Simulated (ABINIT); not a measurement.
# WS2 (Tungstenite): G0W0 with ABINIT, start to end, part 2 of 3

Aim: the G0W0 gap of WS2 (Tungstenite) on PBE, step by step.

ABINIT 10.8.3; PBE and many-body steps on it, plane waves. Known limits of the many-body steps: not at the basis limit; no spin-orbit coupling; coarse k mesh.

So far. Step 2 (Ground state): The gap is indirect, with the least direct gap 0.86 eV higher.

### 3. Bands along the symmetry lines

Level of this step: DFT, PBE, plane waves, norm-conserving pseudopotentials (ABINIT).

The cheap functional maps the bands first; the places of the edges decide which points the dearer methods must see.

run.abi

```
acell 3*1.0 Angstrom
rprim 
  3.153199999992 0.000000000002 0.000000000000
  -1.576599999998 2.730751303206 0.000000000000
  0.000000000000 0.000000000000 12.323000000000
ntypat 2
znucl 74 16
natom 6
typat 1 1 2 2 2 2
xred 
  0.333333333333 0.666666666667 0.250000000000
  0.666666666667 0.333333333333 0.750000000000
  0.333333333333 0.666666666667 0.622500000000
  0.666666666667 0.333333333333 0.122500000000
  0.333333333333 0.666666666667 0.877500000000
  0.666666666667 0.333333333333 0.377500000000
pp_dirpath "pseudos"
pseudos "W.upf, S.upf"
ecut 31
iscf -2
irdden 1
kptopt 0
nkpt 75
kpt 
  0.00000000 0.00000000 0.00000000
  0.06250000 0.00000000 0.00000000
  0.12500000 0.00000000 0.00000000
  0.18750000 0.00000000 0.00000000
  0.25000000 0.00000000 0.00000000
  0.31250000 0.00000000 0.00000000
  0.37500000 0.00000000 0.00000000
  0.43750000 0.00000000 0.00000000
  0.50000000 0.00000000 0.00000000
  0.47916667 0.04166667 0.00000000
  0.45833333 0.08333333 0.00000000
  0.43750000 0.12500000 0.00000000
  0.41666666 0.16666666 0.00000000
  0.39583333 0.20833333 0.00000000
  0.37500000 0.25000000 0.00000000
  0.35416666 0.29166666 0.00000000
  0.33333333 0.33333333 0.00000000
  0.29166666 0.29166666 0.00000000
  0.25000000 0.25000000 0.00000000
  0.20833333 0.20833333 0.00000000
  0.16666666 0.16666666 0.00000000
  0.12500000 0.12500000 0.00000000
  0.08333333 0.08333333 0.00000000
  0.04166667 0.04166667 0.00000000
  0.00000000 0.00000000 0.00000000
  0.00000000 0.00000000 0.06250000
  0.00000000 0.00000000 0.12500000
  0.00000000 0.00000000 0.18750000
  0.00000000 0.00000000 0.25000000
  0.00000000 0.00000000 0.31250000
  0.00000000 0.00000000 0.37500000
  0.00000000 0.00000000 0.43750000
  0.00000000 0.00000000 0.50000000
  0.06250000 0.00000000 0.50000000
  0.12500000 0.00000000 0.50000000
  0.18750000 0.00000000 0.50000000
  0.25000000 0.00000000 0.50000000
  0.31250000 0.00000000 0.50000000
  0.37500000 0.00000000 0.50000000
  0.43750000 0.00000000 0.50000000
  0.50000000 0.00000000 0.50000000
  0.47916667 0.04166667 0.50000000
  0.45833333 0.08333333 0.50000000
  0.43750000 0.12500000 0.50000000
  0.41666666 0.16666666 0.50000000
  0.39583333 0.20833333 0.50000000
  0.37500000 0.25000000 0.50000000
  0.35416666 0.29166666 0.50000000
  0.33333333 0.33333333 0.50000000
  0.29166666 0.29166666 0.50000000
  0.25000000 0.25000000 0.50000000
  0.20833333 0.20833333 0.50000000
  0.16666666 0.16666666 0.50000000
  0.12500000 0.12500000 0.50000000
  0.08333333 0.08333333 0.50000000
  0.04166667 0.04166667 0.50000000
  0.00000000 0.00000000 0.50000000
  0.50000000 0.00000000 0.50000000
  0.50000000 0.00000000 0.43750000
  0.50000000 0.00000000 0.37500000
  0.50000000 0.00000000 0.31250000
  0.50000000 0.00000000 0.25000000
  0.50000000 0.00000000 0.18750000
  0.50000000 0.00000000 0.12500000
  0.50000000 0.00000000 0.06250000
  0.50000000 -0.00000000 0.00000000
  0.33333333 0.33333333 0.50000000
  0.33333333 0.33333333 0.43750000
  0.33333333 0.33333333 0.37500000
  0.33333333 0.33333333 0.31250000
  0.33333333 0.33333333 0.25000000
  0.33333333 0.33333333 0.18750000
  0.33333333 0.33333333 0.12500000
  0.33333333 0.33333333 0.06250000
  0.33333333 0.33333333 0.00000000
istwfk *1
nband 38
nbdbuf 7
tolwfr 1e-07
nstep 50
prtwf 0
prtvol 0
indata_prefix "in"
outdata_prefix "out"
tmpdata_prefix "tmp"
```

On the command line:

```console
$ OMP_NUM_THREADS=1 mpirun -n 8 abinit run.abi > log
```

Numbers of over 12 decimals in the logs are rounded to 6 here.

The log of the run:

```text
.Version 10.8.3 of ABINIT. v10.8.2 released Aug 2026.

 Symmetries : space group P6_3/m m c (#194); Bravais hP (primitive hexag.)
[... echo of the input left out ...]
== DATASET  1 ==================================================================
-   mpi_nproc: 8, omp_nthreads: 1 (-1 if OMP is not activated)

--- !DatasetInfo
iteration_state: {dtset: 1, }
dimensions: {natom: 6, nkpt: 75, mband: 38, nsppol: 1, nspinor: 1, nspden: 1, mpw: 5986, }
cutoff_energies: {ecut:  31.0, pawecutdg:  -1.0, }
electrons: {nelect:   5.20000000E+01, charge:   0.00000000E+00, occopt:   1.00000000E+00, tsmear:   1.00000000E-02, }

 Real(R)+Recip(G) space primitive vectors, cartesian coordinates (Bohr,Bohr^-1):
 R(1)=  5.9586844  0.0000000  0.0000000  G(1)=  0.1678223  0.0968922  0.0000000
 R(2)= -2.9793422  5.1603721  0.0000000  G(2)=  0.0000000  0.1937845  0.0000000
 R(3)=  0.0000000  0.0000000 23.2870950  G(3)=  0.0000000  0.0000000  0.0429422
 Unit cell volume ucvol=  7.1605555E+02 bohr^3
 Angles (23,13,12)=  9.00000000E+01  9.00000000E+01  1.20000000E+02 degrees

 getcut: wavevector=  0.0000  0.0000  0.0000  ngfft=  30  30 120
         ecut(hartree)=     31.000   => boxcut(ratio)=   2.01023

--- Pseudopotential description ------------------------------------------------
- W Generated using ONCVPSP code by D. R. Hamann
- 74.00000  14.00000  171031                  znucl, zion, pspdat
12 -101130 3 -1 1396                          pspcod,pspxc,lmax,lloc,mmax
     nproj     2     2     2     2
  pspatm : epsatm=   11.70739509
         --- l  ekb(1:nproj) -->
             0   12.992056    1.844411
             1    9.080024    1.409692
             2    4.470007    0.514403
[...]
pspatm: atomic psp has been read  and splines computed

- S Generated using ONCVPSP code by D. R. Hamann
- 16.00000   6.00000  171031                  znucl, zion, pspdat
12 -101130 2 -1 1146                          pspcod,pspxc,lmax,lloc,mmax
     nproj     2     2     2     0
  pspatm : epsatm=    9.01821529
         --- l  ekb(1:nproj) -->
[...]
pspatm: atomic psp has been read  and splines computed

--------------------------------------------------------------------------------

================================================================================
 prteigrs : about to open file out_EIG
 Non-SCF case, kpt    1 (  0.00000  0.00000  0.00000), residuals and eigenvalues=
  4.08E-08  3.88E-08  3.47E-08  4.30E-08  3.17E-08  9.18E-08  2.03E-08  3.89E-08
  4.32E-08  5.67E-08  3.13E-08  5.43E-08  6.73E-08  5.54E-08  3.04E-08  3.11E-08
  8.83E-08  6.69E-08  9.41E-08  3.48E-08  5.90E-08  4.23E-08  6.10E-08  5.57E-08
[...]
4.30E-08  5.40E-08  5.16E-08  5.54E-08  5.85E-04  1.72E-04
 -2.3929E+00 -2.3929E+00 -1.0796E+00 -1.0796E+00 -1.0726E+00 -1.0726E+00
 -1.0726E+00 -1.0726E+00 -2.2539E-01 -2.1688E-01 -1.6868E-01 -1.5256E-01
[...]
5.7955E-01  6.2709E-01
 Non-SCF case, kpt   75 (  0.33333  0.33333  0.00000), residuals and eigenvalues=
[...]
5.7926E-01  6.2782E-01

--- !ResultsGS
iteration_state: {dtset: 1, }
comment   : Summary of ground state results
lattice_vectors:
- [  5.9586844,   0.0000000,   0.0000000, ]
- [ -2.9793422,   5.1603721,   0.0000000, ]
- [  0.0000000,   0.0000000,  23.2870950, ]
lattice_lengths: [   5.95868,    5.95868,   23.28710, ]
lattice_angles: [ 90.000,  90.000, 120.000, ] # degrees, (23, 13, 12)
lattice_volume:   7.1605555E+02
convergence: {deltae:  0.000E+00, res2:  0.000E+00, residm:  9.996E-08, diffor:  0.000E+00, }
etotal    :  -1.96029590E+02
entropy   :   0.00000000E+00
fermie    :   3.49444803E-01
cartesian_stress_tensor: null
pressure_GPa: null
xred      :
- [  3.3333E-01,   6.6667E-01,   2.5000E-01,  W]
- [  6.6667E-01,   3.3333E-01,   7.5000E-01,  W]
- [  3.3333E-01,   6.6667E-01,   6.2250E-01,  S]
- [  6.6667E-01,   3.3333E-01,   1.2250E-01,  S]
- [  3.3333E-01,   6.6667E-01,   8.7750E-01,  S]
- [  6.6667E-01,   3.3333E-01,   3.7750E-01,  S]
cartesian_forces: null
force_length_stats: {min: null, max: null, mean: null, }

 Integrated electronic density in atomic spheres:
 ------------------------------------------------
 Atom  Sphere_radius  Integrated_density
[...]
================================================================================

 ----iterations are completed or convergence reached----

 Mean square residual over all n,k,spin=   51.877E-09; max=  99.957E-09
 reduced coordinates (array xred) for    6 atoms
[...]
0.333333333333      0.666666666667      0.877500000000
       0.666666666667      0.333333333333      0.377500000000

 cartesian coordinates (angstrom) at end:
    1     -1.33e-12     1.820501     3.080750
    2      1.576600     0.910250     9.242250
    3     -1.33e-12     1.820501     7.671068
    4      1.576600     0.910250     1.509567
    5     -1.33e-12     1.820501    10.813432
    6      1.576600     0.910250     4.651933
 length scales=  1.889726125908  1.889726125908  1.889726125908 bohr
              =  1.000000000000  1.000000000000  1.000000000000 angstroms
 prteigrs : about to open file out_EIG
 Eigenvalues (hartree) for nkpt=  75  k points:
 kpt#   1, nband= 38, wtk=  1.00000, kpt=  0.0000  0.0000  0.0000 (reduced coord)
[...]
kpt#   2, nband= 38, wtk=  1.00000, kpt=  0.0625  0.0000  0.0000 (reduced coord)
[...]
kpt#   3, nband= 38, wtk=  1.00000, kpt=  0.1250  0.0000  0.0000 (reduced coord)
[...]
kpt#  74, nband= 38, wtk=  1.00000, kpt=  0.3333  0.3333  0.0625 (reduced coord)
[...]
0.53357    0.53357    0.55922    0.57955    0.57955    0.62709
 kpt#  75, nband= 38, wtk=  1.00000, kpt=  0.3333  0.3333  0.0000 (reduced coord)
[...]
0.15349    0.16268    0.18215    0.18215    0.19731    0.19731    0.24151    0.24151
   0.32228    0.32990    0.39740    0.39740    0.42491    0.47004    0.47237    0.47237
   0.53381    0.53381    0.55844    0.57926    0.57926    0.62782

== END DATASET(S) ==============================================================
================================================================================

 -outvars: echo values of variables after computation  --------
            nband          38
             nkpt          75
          spgroup         194
 [... the other variables as echoed above ...]

 Calculation completed.
```

Elapsed: 49 s, on 8 MPI ranks of Arm Neoverse V2, shared host; peak memory 0.8 GiB.

Numbers from this step:

```yaml
gap: 0.9807 eV
k_of_the_valence_top: 0, 0, 0
k_of_the_conduction_bottom: 0.1667, 0.1667, 0
least_direct_gap: 1.837 eV
```

The gap is 0.981 eV, as in the run before at this level.

Electronic bands along the path, in eV, zero at the top of the highest filled band:

```csv
point,band 23,band 24,band 25,band 26,band 27,band 28,band 29,band 30
Γ,-2.19,-1.52,-1.22,0.00,2.31,2.31,2.32,2.32
halfway,-2.57,-1.88,-1.62,-1.48,1.35,1.85,2.08,2.30
M,-1.97,-1.76,-1.71,-1.53,2.33,2.38,2.61,2.91
halfway,-3.01,-2.62,-1.21,-0.96,1.96,2.06,2.69,2.91
K,-2.94,-2.94,-0.74,-0.53,1.31,1.31,2.05,3.28
halfway,-2.11,-1.85,-1.53,-1.50,0.98,1.83,2.08,2.19
Γ,-2.19,-1.52,-1.22,0.00,2.31,2.31,2.32,2.32
halfway,-2.20,-2.13,-0.74,-0.08,2.31,2.31,2.31,2.31
A,-2.21,-2.21,-0.32,-0.32,2.30,2.30,2.30,2.30
halfway,-2.36,-2.36,-1.51,-1.51,1.77,1.77,1.96,1.96
L,-1.87,-1.87,-1.60,-1.60,2.35,2.35,2.78,2.78
halfway,-2.88,-2.88,-1.07,-1.07,2.01,2.01,2.86,2.86
H,-3.11,-3.11,-0.65,-0.65,1.31,1.31,2.58,2.58
halfway,-2.04,-2.04,-1.51,-1.51,1.38,1.38,2.22,2.22
A,-2.21,-2.21,-0.32,-0.32,2.30,2.30,2.30,2.30
jump to L,-1.87,-1.87,-1.60,-1.60,2.35,2.35,2.78,2.78
halfway,-1.94,-1.79,-1.67,-1.55,2.34,2.37,2.67,2.88
M,-1.97,-1.76,-1.71,-1.53,2.33,2.38,2.61,2.91
jump to H,-3.11,-3.11,-0.65,-0.65,1.31,1.31,2.58,2.58
halfway,-3.01,-3.01,-0.71,-0.57,1.31,1.31,2.20,3.04
K,-2.94,-2.94,-0.74,-0.53,1.31,1.31,2.05,3.28
```

### 4. Empty states on the mesh, 3×3×1 mesh, 429 bands

The sums over transitions need many empty states on a uniform mesh; this step solves for them.

run.abi

```
acell 3*1.0 Angstrom
rprim 
  3.153199999992 0.000000000002 0.000000000000
  -1.576599999998 2.730751303206 0.000000000000
  0.000000000000 0.000000000000 12.323000000000
ntypat 2
znucl 74 16
natom 6
typat 1 1 2 2 2 2
xred 
  0.333333333333 0.666666666667 0.250000000000
  0.666666666667 0.333333333333 0.750000000000
  0.333333333333 0.666666666667 0.622500000000
  0.666666666667 0.333333333333 0.122500000000
  0.333333333333 0.666666666667 0.877500000000
  0.666666666667 0.333333333333 0.377500000000
pp_dirpath "pseudos"
pseudos "W.upf, S.upf"
ecut 31
ngkpt 3 3 1
nshiftk 1
shiftk 0 0 0
kptopt 1
chksymbreak 0
iscf -2
irdden 1
istwfk *1
nband 429
nbdbuf 38
tolwfr 1e-09
nstep 60
prtvol 0
indata_prefix "in"
outdata_prefix "out"
tmpdata_prefix "tmp"
```

On the command line:

```console
$ OMP_NUM_THREADS=2 mpirun -n 3 abinit run.abi > log
```

The log of the run:

```text
.Version 10.8.3 of ABINIT. v10.8.2 released Aug 2026.

 Symmetries : space group P6_3/m m c (#194); Bravais hP (primitive hexag.)
[... echo of the input left out ...]
== DATASET  1 ==================================================================
-   mpi_nproc: 3, omp_nthreads: 2 (-1 if OMP is not activated)

--- !DatasetInfo
iteration_state: {dtset: 1, }
dimensions: {natom: 6, nkpt: 3, mband: 429, nsppol: 1, nspinor: 1, nspden: 1, mpw: 5917, }
cutoff_energies: {ecut:  31.0, pawecutdg:  -1.0, }
electrons: {nelect:   5.20000000E+01, charge:   0.00000000E+00, occopt:   1.00000000E+00, tsmear:   1.00000000E-02, }

 Real(R)+Recip(G) space primitive vectors, cartesian coordinates (Bohr,Bohr^-1):
 R(1)=  5.9586844  0.0000000  0.0000000  G(1)=  0.1678223  0.0968922  0.0000000
 R(2)= -2.9793422  5.1603721  0.0000000  G(2)=  0.0000000  0.1937845  0.0000000
 R(3)=  0.0000000  0.0000000 23.2870950  G(3)=  0.0000000  0.0000000  0.0429422
 Unit cell volume ucvol=  7.1605555E+02 bohr^3
 Angles (23,13,12)=  9.00000000E+01  9.00000000E+01  1.20000000E+02 degrees

 getcut: wavevector=  0.0000  0.0000  0.0000  ngfft=  30  30 120
         ecut(hartree)=     31.000   => boxcut(ratio)=   2.01023

--- Pseudopotential description ------------------------------------------------
- W Generated using ONCVPSP code by D. R. Hamann
- 74.00000  14.00000  171031                  znucl, zion, pspdat
12 -101130 3 -1 1396                          pspcod,pspxc,lmax,lloc,mmax
     nproj     2     2     2     2
  pspatm : epsatm=   11.70739509
         --- l  ekb(1:nproj) -->
             0   12.992056    1.844411
             1    9.080024    1.409692
             2    4.470007    0.514403
[...]
pspatm: atomic psp has been read  and splines computed

- S Generated using ONCVPSP code by D. R. Hamann
- 16.00000   6.00000  171031                  znucl, zion, pspdat
12 -101130 2 -1 1146                          pspcod,pspxc,lmax,lloc,mmax
     nproj     2     2     2     0
  pspatm : epsatm=    9.01821529
         --- l  ekb(1:nproj) -->
[...]
pspatm: atomic psp has been read  and splines computed

--------------------------------------------------------------------------------

================================================================================
 prteigrs : about to open file out_EIG
 Non-SCF case, kpt    1 (  0.00000  0.00000  0.00000), residuals and eigenvalues=
  3.62E-10  3.62E-10  2.47E-10  6.63E-10  1.88E-10  9.26E-10  1.21E-10  1.94E-10
  4.16E-10  4.42E-10  3.48E-10  4.64E-10  6.58E-10  7.00E-11  5.44E-10  3.43E-10
  6.46E-10  6.65E-10  8.22E-10  3.49E-10  4.07E-10  6.14E-10  9.76E-10  3.55E-10
[...]
5.20E-04  2.43E-04  7.54E-04  1.24E-03  8.63E-04
 -2.3929E+00 -2.3929E+00 -1.0796E+00 -1.0796E+00 -1.0726E+00 -1.0726E+00
 -1.0726E+00 -1.0726E+00 -2.2539E-01 -2.1688E-01 -1.6868E-01 -1.5256E-01
  6.8428E-02  1.0714E-01  2.0801E-01  2.2170E-01  2.2170E-01  2.2222E-01
[...]
5.0177E+00  5.0178E+00  5.0226E+00  5.0226E+00  5.0267E+00  5.0267E+00
  5.0317E+00  5.0372E+00  5.0373E+00  5.0539E+00  5.0639E+00  5.0722E+00
[...]
prteigrs : prtvol=0 or 1, do not print more k-points.

--- !ResultsGS
iteration_state: {dtset: 1, }
comment   : Summary of ground state results
lattice_vectors:
- [  5.9586844,   0.0000000,   0.0000000, ]
- [ -2.9793422,   5.1603721,   0.0000000, ]
- [  0.0000000,   0.0000000,  23.2870950, ]
lattice_lengths: [   5.95868,    5.95868,   23.28710, ]
lattice_angles: [ 90.000,  90.000, 120.000, ] # degrees, (23, 13, 12)
lattice_volume:   7.1605555E+02
convergence: {deltae:  0.000E+00, res2:  0.000E+00, residm:  9.940E-10, diffor:  0.000E+00, }
etotal    :  -1.96029590E+02
entropy   :   0.00000000E+00
fermie    :   3.49444803E-01
cartesian_stress_tensor: null
pressure_GPa: null
xred      :
- [  3.3333E-01,   6.6667E-01,   2.5000E-01,  W]
- [  6.6667E-01,   3.3333E-01,   7.5000E-01,  W]
- [  3.3333E-01,   6.6667E-01,   6.2250E-01,  S]
- [  6.6667E-01,   3.3333E-01,   1.2250E-01,  S]
- [  3.3333E-01,   6.6667E-01,   8.7750E-01,  S]
- [  6.6667E-01,   3.3333E-01,   3.7750E-01,  S]
cartesian_forces: null
force_length_stats: {min: null, max: null, mean: null, }

 Integrated electronic density in atomic spheres:
 ------------------------------------------------
 Atom  Sphere_radius  Integrated_density
[...]
================================================================================

 ----iterations are completed or convergence reached----

 Mean square residual over all n,k,spin=   41.880E-11; max=  99.396E-11
 reduced coordinates (array xred) for    6 atoms
[...]
0.333333333333      0.666666666667      0.877500000000
       0.666666666667      0.333333333333      0.377500000000

 cartesian coordinates (angstrom) at end:
    1     -1.33e-12     1.820501     3.080750
    2      1.576600     0.910250     9.242250
    3     -1.33e-12     1.820501     7.671068
    4      1.576600     0.910250     1.509567
    5     -1.33e-12     1.820501    10.813432
    6      1.576600     0.910250     4.651933
 length scales=  1.889726125908  1.889726125908  1.889726125908 bohr
              =  1.000000000000  1.000000000000  1.000000000000 angstroms
 prteigrs : about to open file out_EIG
 Eigenvalues (hartree) for nkpt=   3  k points:
 kpt#   1, nband=429, wtk=  0.11111, kpt=  0.0000  0.0000  0.0000 (reduced coord)
[...]
4.97385    4.98551    4.98552    4.99736    4.99739    5.00547    5.01772    5.01779
   5.02257    5.02259    5.02667    5.02669    5.03171    5.03718    5.03733    5.05393
   5.06388    5.07223    5.07572    5.08836    5.09512
 prteigrs : prtvol=0 or 1, do not print more k-points.

== END DATASET(S) ==============================================================
================================================================================

 -outvars: echo values of variables after computation  --------
            nband         429
             nkpt           3
          spgroup         194
 [... the other variables as echoed above ...]

 Calculation completed.
```

Elapsed: 12 min, on 3 MPI ranks; peak memory 0.38 GiB; 34 min of CPU time.

Numbers from this step:

```
gap                                                           : 1.305 eV
k of the valence top                                          : 0, 0, 0
k of the conduction bottom                                    : 0.3333, 0.3333, 0
least direct gap                                              : 1.837 eV
k points computed                                             : 3
lowest point of the top converged band, above the valence top : 116.9973 eV
```

On this mesh the gap is 1.305 eV. The earlier step found 0.981 eV, so this mesh misses an edge.

(Part 2 of 3 ends here.)

[Paths, hosts, dates, memory and timing lines, banners, echoed tables and standing remarks are left out of the program output.]

[Logs are printed without paths, hosts, clocks, repeated set-up lines and the standing remarks that a program may print on its own settings, such as how far it seeks lower states.]

[Runs of the session that timed out or met a known fault of the program may be left out.]

[Hosts, paths, dates, database ids (printed as entryN), source tags and the programs' standing remarks are cut or masked in the printed files.]

[G0W0 gaps are taken among the corrected bands and points alone; a level outside them can change the order at an edge.]

[Where Ansatz stands beside ABINIT at settings called matched, ABINIT's density can come from a denser mesh and the files from another edition; pairs whose starting gaps differed by over 0.03 eV were left out, so agreement reads better than it is.]
